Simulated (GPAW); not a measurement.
# Cu (Copper, Fm-3m): the Cu L₃ absorption edge, part 2 of 2

What does one-electron theory with a core hole give for the Cu L₃ edge of Cu (Copper, Fm-3m)?

GPAW 26.7.0; X-ray absorption from dipole matrix elements to empty bands, plane-wave PAW LDA.

So far. Step 2 (The field without a hole): The mesh shows no gap, so the system is treated as a metal and the core electron is put at the Fermi level (neutral cell). Step 3 (Spectrum without a core hole, Cu atom 1): Main maxima below 29 eV (height): 1.0 eV (1.71), 4.4 eV (1.27), 7.8 eV (1.22) and 20.2 eV (1.01). At an L edge the dipole rule selects empty d and s states; the absorber's d shell is nominally full, so the onset shows only d character mixed into the empty bands.

## (5) Spectrum with XCH, Cu atom 1

The holes are 5.7 Å apart. In GPAW the data set carries the hole's charge, so charge=0 means a charged cell and charge=-1 a neutral one. The excited electron is kept in the cell, where it fills the lowest empty states and screens the hole. After the field has converged, empty bands are computed with the density fixed and the dipole matrix elements are summed.

The input, xas.py:

```python
import numpy as np
from ase import Atoms
from ase.parallel import parprint, paropen
from gpaw import GPAW, PW, FermiDirac, Mixer, MixerDif, setup_paths
from gpaw.test import gen
setup_paths.insert(0, '.')
gen('Cu', name='fch2p', xcname='LDA', corehole=(2, 1, 1), write_xml=True)

atoms = Atoms('Cu13',
    cell=[[-1.8075, 5.4225, 0],
     [5.4225, 0, 1.8075],
     [0, -1.8075, -5.4225]],
    scaled_positions=[[0, 0, 0],
     [0.38461538, 0.46153846, 0.15384615],
     [0.15384615, 0.38461538, 0.46153846],
     [0.46153846, 0.15384615, 0.38461538],
     [0.76923077, 0.92307692, 0.30769231],
     [0.23076923, 0.07692308, 0.69230769],
     [0.53846154, 0.84615385, 0.61538462],
     [0.07692308, 0.69230769, 0.23076923],
     [0.84615385, 0.61538462, 0.53846154],
     [0.69230769, 0.23076923, 0.07692308],
     [0.30769231, 0.76923077, 0.92307692],
     [0.61538462, 0.53846154, 0.84615385],
     [0.92307692, 0.30769231, 0.76923077]],
    pbc=True)
atoms.calc = calc = GPAW(legacy_gpaw=True, mode=PW(430), xc='LDA', setups={0: 'fch2p'},
    kpts={'size': (5, 5, 5), 'gamma': True}, occupations=FermiDirac(0.1),
    charge=-1, mixer=Mixer(0.1, 5, 50), maxiter=150,
    convergence={'density': 0.0001}, txt='scf.txt')
energy = atoms.get_potential_energy() + calc.get_reference_energy()
ef = calc.get_fermi_level()
out = dict(energy=energy, fermi=ef, forces=atoms.get_forces().tolist())
parprint(f'all-electron energy {energy:.4f} eV, Fermi level {ef:.4f} eV')
ev = np.array([[calc.get_eigenvalues(k, s) for k in range(len(calc.get_ibz_k_points()))] for s in range(calc.get_number_of_spins())])
out['homo'], out['lumo'], out['counts'] = ev[ev < ef].max(), ev[ev > ef].min(), sorted(set((ev < ef).sum((0, 2)).tolist()))
out['filled'] = (ev[:, 0] < ef).sum(1).tolist()

from gpaw.xas import XAS
nb = int(calc.get_number_of_electrons() / 2) + 94
top, nb = nb, nb + 8 + nb // 12
nscf = calc.fixed_density(kpts={'size': (6, 6, 6), 'gamma': True}, nbands=nb,
    convergence={'bands': top, 'eigenstates': 1e-5}, maxiter=60, txt='nscf.txt')
cell = atoms.cell.array
ops = [cell.T @ U.T @ np.linalg.inv(cell.T) for U in nscf.wfs.kd.symmetry.op_scc]
E = np.arange(-6, 34, 0.1)
fwhm = np.interp(E, [4, 25], [0.9, 3.5])
Y, X, zero, highest = 0, 0, 1e9, 1e9
for spin in range(nscf.get_number_of_spins()):
    xas = XAS(nscf, mode='all', center=0, spin=spin)
    eps = xas.eps_kn
    d = xas.sigma_cmkn  # core-to-band dipole matrix elements, k weights included
    T = np.einsum('amkn,bmkn->abkn', d, d.conj()).real
    T = sum(np.einsum('ai,ijkn,bj->abkn', R, T, R) for R in ops) / len(ops)
    empty = eps > ef
    zero, highest = min(zero, eps[empty].min()), min(highest, eps[:, top - 1].min())
    lines = [(eps, T, empty)] if spin == 0 else lines + [(eps, T, empty)]
for eps, T, empty in lines:
    f = np.einsum('aakn->akn', T).reshape(3, -1)
    x = eps.ravel() - zero
    w = np.interp(x, E, fwhm) / 2.35482
    g = np.exp(-0.5 * ((E[:, None] - x) / w) ** 2) / (w * (2 * np.pi) ** 0.5)
    Y = Y + (f * empty.ravel()) @ g.T
    X = X + (f * ~empty.ravel()) @ g.T
out.update(E=E.round(2).tolist(), xas=Y.tolist(), xes=X.tolist(), zero=zero, valid=highest - zero, nk=len(eps), nb=nb)
for i in range(0, len(E), 10):
    parprint(f'{E[i]:7.2f}', *(f'{v:10.3e}' for v in Y[:, i]))
import json
with paropen('out.json', 'w') as f:
    json.dump(out, f)
```

The run is started by

```
OMP_NUM_THREADS=1 python xas.py
```

Numbers of over 12 decimals in the logs are rounded to 6 here.

The log of the run:

```text
Input parameters:
  charge: -1
  convergence: {density: 0.0001}
  kpts: {gamma: True,
         size: (5, 5, 5)}
  maxiter: 150
  mixer: {backend: pulay,
          beta: 0.1,
          method: separate,
          nmaxold: 5,
          weight: 50}
  mode: {ecut: 430.0,
         name: pw}
  occupations: {fixmagmom: False,
                name: fermi-dirac,
                width: 0.1}
  setups: {0: fch2p}

Initialize ...

[... PAW data sets ...]

Reference energy: -583419.209713  # eV

Spin-paired calculation

[... convergence settings ...]
Symmetries present (total): 6
  [... symmetry matrices ...]

125 k-points: 5 x 5 x 5 Monkhorst-Pack grid
23 k-points in the irreducible part of the Brillouin zone
       k-points in crystal coordinates                weights
   0:     0.00000000    0.00000000    0.00000000          1/125
   1:     0.20000000    0.00000000   -0.20000000          6/125
   2:     0.20000000    0.00000000    0.00000000          6/125
   3:     0.20000000    0.20000000   -0.20000000          6/125
   4:     0.20000000    0.20000000    0.00000000          6/125
   5:     0.20000000    0.20000000    0.20000000          2/125
   6:     0.40000000   -0.20000000   -0.40000000          6/125
   7:     0.40000000   -0.20000000   -0.20000000          6/125
   8:     0.40000000   -0.20000000    0.00000000          6/125
   9:     0.40000000   -0.20000000    0.20000000          6/125
          ...
  22:     0.40000000    0.40000000    0.40000000          2/125

Wave functions: Plane wave expansion
  Cutoff energy: 430.000 eV
  Number of coefficients (min, max): 3089, 3121
  Pulay-stress correction: 0.000000 eV/Ang^3 (de/decut=0.000000)
  Using FFTW library
  Wavefunction extrapolation:
    Improved wavefunction reuse through dual PAW basis

Occupation numbers: Fermi-Dirac:
  width: 0.1000  # eV

Eigensolver
   Davidson(niter=2)

Densities:
  Coarse grid: 28*28*28 grid
  Fine grid: 56*56*56 grid
  Total Charge: 0.000000

Density mixing:
  Method: separate
  Backend: pulay
  Linear mixing parameter: 0.1
  old densities: 5
  Width of damping distribution: 1.1
  Damping of long wavelength oscillations: 50

[... Hamiltonian set-up ...]
Number of atoms: 13
Number of atomic orbitals: 117
Number of bands in calculation: 91
Number of valence electrons: 144
Bands to converge: occupied

... initialized

Initializing position-dependent things.

Density initialized from atomic densities
Creating initial wave functions:
  91 bands from LCAO basis set

          Cu       Cu
             Cu
       Cu     CuCu
        Cu        Cu
          CuCu
             Cu
       Cu       Cu

Atomic positions and initial magnetic moments

Positions:
   0 Cu     0.000000    0.000000    0.000000    ( 0.0000,  0.0000,  0.0000)
   1 Cu     1.807500    1.807500    0.000000    ( 0.0000,  0.0000,  0.0000)
   2 Cu     1.807500   -0.000000   -1.807500    ( 0.0000,  0.0000,  0.0000)
   3 Cu    -0.000000    1.807500   -1.807500    ( 0.0000,  0.0000,  0.0000)
   4 Cu     3.615000    3.615000   -0.000000    ( 0.0000,  0.0000,  0.0000)
   5 Cu     0.000000   -0.000000   -3.615000    ( 0.0000,  0.0000,  0.0000)
   6 Cu     3.615000    1.807500   -1.807500    ( 0.0000,  0.0000,  0.0000)
[...]
10 Cu     3.615000    0.000000   -3.615000    ( 0.0000,  0.0000,  0.0000)
  11 Cu     1.807500    1.807500   -3.615000    ( 0.0000,  0.0000,  0.0000)
  12 Cu     0.000000    3.615000   -3.615000    ( 0.0000,  0.0000,  0.0000)

Unit cell:
           periodic     x           y           z      points  spacing
  1. axis:    yes   -1.807500    5.422500    0.000000    28     0.1759
  2. axis:    yes    5.422500    0.000000    1.807500    28     0.1759
  3. axis:    yes    0.000000   -1.807500   -5.422500    28     0.1759

  Lengths:   5.715817   5.715817   5.715817
  Angles:  107.457603 107.457603 107.457603

Effective grid spacing dv^(1/3) = 0.1912

iter:   1   -84.572447
iter:   2   -72.613606   -1.24  -1.13
iter:   3   -67.378926   -0.67  -1.31
iter:   4   -67.098848   -2.13  -1.81
iter:   5   -66.953992   -2.52  -1.80
iter:   6   -67.198547   -1.52  -2.18
iter:   7   -66.740305   -2.10  -2.04
iter:   8   -66.734661   -3.68  -3.22
iter:   9   -66.732375c  -4.46  -3.28
iter:  10   -66.732963c  -4.07  -3.45
iter:  11   -66.732235c  -5.45  -3.55
iter:  12   -66.731784c  -4.51  -3.61
iter:  13   -66.731415c  -5.26  -3.84
iter:  14   -66.731414c  -7.16  -4.34c
iter:  15   -66.731418c  -7.19  -4.46c
iter:  16   -66.731407c  -7.14  -4.54c
iter:  17   -66.731425c  -6.76  -4.54c
iter:  18   -66.731425c  -8.16c -4.99c

Converged after 18 iterations.

Dipole moment: (0.000000, -0.000000, 0.000000) |e|*Ang

Energy contributions relative to reference atoms: (reference = -583419.209713)

Kinetic:       -150.368394
Potential:     +115.240867
External:        +0.000000
XC:             -32.934361
Entropy (-ST):   -0.131170
Local:           +1.396047
SIC:             +0.000000
--------------------------
Free energy:    -66.797010
Extrapolated:   -66.731425

Showing only first 2 kpts
 Kpt  Band  Eigenvalues  Occupancy
  0    70      7.20428    1.99720
  0    71      7.20428    1.99720
  0    72      7.77085    1.42412
  0    73      7.89856    0.81625

  1    70      7.09733    1.99904
  1    71      7.36089    1.98668
  1    72      7.55487    1.91087
[...]
Fermi level: 7.86139

No gap
No difference between direct/indirect transitions

Forces in eV/Ang:
  0 Cu    0.00000    0.00000    0.00000
  1 Cu    0.13403    0.12333   -0.00863
  2 Cu    0.12333    0.00863   -0.13403
  3 Cu    0.00863    0.13403   -0.12333
  4 Cu    0.01134   -0.12975   -0.11926
  5 Cu   -0.01134    0.12975    0.11926
  6 Cu   -0.00863   -0.13403    0.12333
[...]
10 Cu   -0.12975    0.11926   -0.01134
 11 Cu   -0.13403   -0.12333    0.00863
 12 Cu    0.11926    0.01134    0.12975
Scalar-relativistic atomic LDA calculation for Cu (Copper, Z=29)
Core hole in 2p state (2p occupation: 5.0)
600 radial gridpoints.
|------------------------------------------------|
|------------------------------------------------|
[... the atom generator's iteration count ...]

Energy contributions:
-------------------------
Kinetic:    +1640.311253
XC:           -62.688297
Potential:  -3194.815300
-------------------------
Total:      -1617.192344

state      eigenvalue         ekin         rmax
-----------------------------------------------
1s^2.0 :  -327.887872   419.015715        0.034
2s^2.0 :   -40.875842    80.610754        0.196
2p^5.0 :   -35.850230    78.783549        0.156
3s^2.0 :    -4.837235    18.064180        0.603
3p^6.0 :    -3.291784    16.096345        0.603
3d^10.0:    -0.764508    11.268634        0.562
4s^1.0 :    -0.509468     1.747802        2.031
4p^0.0 :    -0.289416     1.044288        2.563
-----------------------------------------------
(units: Bohr and Hartree)

Generating PAW setup
Kinetic energy of the core from tauc = 1540.684164
Cutoffs:
rc(s)=2.200
rc(p)=2.200
rc(d)=2.000
rc(vbar)=1.800
rc(comp)=2.000
rc(nct)=2.200

Kinetic energy of the core states: 1525.877113
Charge: 1.0
Core electrons: 17.0
Valence electrons: 11.0
Pseudo-core charge: 0.302674
Shape function alpha=2.500
Pseudo-electron charge 3.287157
state    eigenvalue         norm
--------------------------------
4s(1) :    -0.509468     1.103558
*s    :     0.490532
4p(0) :    -0.289416     1.010597
*p    :     0.710584
3d(10):    -0.764508     0.188093
*d    :     0.235492
--------------------------------

Diagonalizing with gridspacing h=0.050

state   all-electron     PAW
-------------------------------
4s:      -0.509468    -0.509609
4p:      -0.289416    -0.289516
3d:      -0.764508    -0.764965
*f:                   -0.018941
-------------------------------
all-electron energy -583485.9411 eV, Fermi level 7.8614 eV
[...]
31.00  6.281e-05  6.281e-05  6.281e-05
  32.00  6.142e-05  6.142e-05  6.142e-05
  33.00  5.999e-05  5.999e-05  5.999e-05
```

Wall time 6.7 min (1 thread of Intel Xeon 6975P-C (Granite Rapids), shared host); peak memory 0.9 GiB.

The Cu L₃ spectrum, Cu atom 1, excited-electron core hole (neutral cell) (energy from the lowest empty level; intensity scaled to a mean of 1 over the first 20 eV):

```tsv
E (eV)	intensity
-2.0	0.00
-1.5	0.00
-1.0	0.00
-0.5	0.08
0.0	0.38
0.5	0.59
1.0	0.62
1.5	0.63
2.0	0.58
2.5	0.55
3.0	0.63
3.5	0.87
4.0	1.05
4.5	1.08
5.0	0.98
5.5	0.85
6.0	0.86
6.5	0.97
7.0	1.13
7.5	1.23
8.0	1.25
8.5	1.26
9.0	1.25
9.5	1.19
10.0	1.11
10.5	1.08
11.0	1.11
11.5	1.15
12.0	1.13
12.5	1.08
13.0	1.03
13.5	1.01
14.0	1.01
14.5	1.00
15.0	0.97
15.5	0.93
16.0	0.91
16.5	0.92
17.0	0.97
17.5	1.05
18.0	1.15
18.5	1.24
19.0	1.31
19.5	1.35
20.0	1.35
20.5	1.31
21.0	1.25
21.5	1.18
22.0	1.09
22.5	1.01
23.0	0.95
23.5	0.91
24.0	0.90
24.5	0.93
25.0	0.99
25.5	1.08
26.0	1.17
26.5	1.26
27.0	1.33
27.5	1.37
28.0	1.39
28.5	1.39
29.0	1.39
29.5	1.40
30.0	1.40
30.5	1.40
31.0	1.40
31.5	1.38
```

Main maxima below 30 eV (height): 1.4 eV (0.63), 4.4 eV (1.09), 8.7 eV (1.26), 11.6 eV (1.15) and 19.8 eV (1.35). 

The total-energy difference is 937.71 eV. Two terms are added: -2.03 eV, since the hole is spin-paired here and a spin-polarised one costs that much less in the free atom (computed apart); −6.53 eV, a third of the tabulated L₂–L₃ splitting, since the scalar-relativistic hole is their mean. The photon energy is then 929.15 eV. The tabulated edge of the element is 932.7 eV. The functional leaves an error of a few eV in such absolute values.

## (6) With and without the hole

Both curves are counted from their own zero, so only the shift of weight within the empty states shows.

```tsv
E (eV)	no hole	XCH
-2.0	0.00	0.00
-1.0	0.01	0.00
0.0	0.97	0.38
1.0	1.71	0.62
2.0	0.99	0.58
3.0	0.87	0.63
4.0	1.19	1.05
5.0	1.24	0.98
6.0	0.94	0.86
7.0	0.98	1.13
8.0	1.20	1.25
9.0	1.11	1.25
10.0	1.07	1.11
11.0	0.99	1.11
12.0	0.94	1.13
13.0	0.90	1.03
14.0	0.85	1.01
15.0	0.79	0.97
16.0	0.73	0.91
17.0	0.72	0.97
18.0	0.80	1.15
19.0	0.92	1.31
20.0	1.00	1.35
21.0	0.98	1.25
22.0	0.86	1.09
23.0	0.73	0.95
24.0	0.65	0.90
25.0	0.65	0.99
26.0	0.74	1.17
27.0	0.88	1.33
28.0	0.96	1.39
29.0	0.97	1.39
30.0	0.98	1.40
```

With each curve scaled to its own mean, the area from −2 to 6 eV with the hole is 4.7 against 7.4, and the centre of weight from −1 to 20 eV moves by +1.7 eV (first and strongest maxima below 20 eV: 1.0 eV (1.71), 4.4 eV (1.27) and 7.8 eV (1.22) without the hole, 1.4 eV (0.63), 8.7 eV (1.26), 11.6 eV (1.15) and 19.8 eV (1.35) with it): the near-edge weight falls against the higher-lying part.

## (7) Results

| Item | Value |
| --- | --- |
| absorber and edge | Cu L₃, atom 1 of the ground-state input (counted from 1) |
| surroundings | 12 Cu at 2.56 Å (cuboctahedral, site symmetry m-3m) |
| highest intensity below 24 eV | 19.8 eV above the zero, height 1.35 |
| photon energy of the zero, with the added terms | 929.2 eV (raw 937.7 eV; uncertain by a few eV) |

The Cu L₃ edge of atom 1, with 12 Cu at 2.56 Å (cuboctahedral, site symmetry m-3m), has its highest intensity of the first 24 eV at 19.8 eV above the zero, near 949 eV in photon energy (uncertain by a few eV), 1.4 times the mean level of the first 20 eV (Gaussian full width 0.9 eV up to 4 eV, rising linearly to 3.5 eV at 25 eV). With each curve scaled to its own mean, the area from −2 to 6 eV with the hole is 4.7 against 7.4, and the centre of weight from −1 to 20 eV moves by +1.7 eV (first and strongest maxima below 20 eV: 1.0 eV (1.71), 4.4 eV (1.27) and 7.8 eV (1.22) without the hole, 1.4 eV (0.63), 8.7 eV (1.26), 11.6 eV (1.15) and 19.8 eV (1.35) with it): the near-edge weight falls against the higher-lying part. 1 further run of this session is left out of this account as redundant. Only the L₃ part is meant: spin–orbit coupling of the core level isn't computed and the L₂ copy isn't added. The holes are only 5.7 Å apart, so the shape is probably not converged with cell size; no larger cell was run here. Lifetime broadening is put in by hand, and intensities beyond about 20 eV depend on it and on the partial waves. The structure is a published determination, not relaxed.

[Banner, clock and machine lines of the logs are left out without a mark of their own.]

[Logs are printed without paths, hosts, clocks, repeated set-up lines and the standing remarks that a program may print on its own settings, such as how far it seeks lower states.]

[Hosts, paths, dates, database ids (printed as entryN), source tags and the programs' standing remarks are cut or masked in the printed files.]

[Lists of maxima count a maximum above −3 eV only where it reaches 4 % of the highest in the window and stands out from its surroundings by 2 % of it (1.5 % where it reaches 55 %); shoulders and weaker maxima are passed over, and of the rest the first, up to two pre-edge ones and the few strongest are named.]
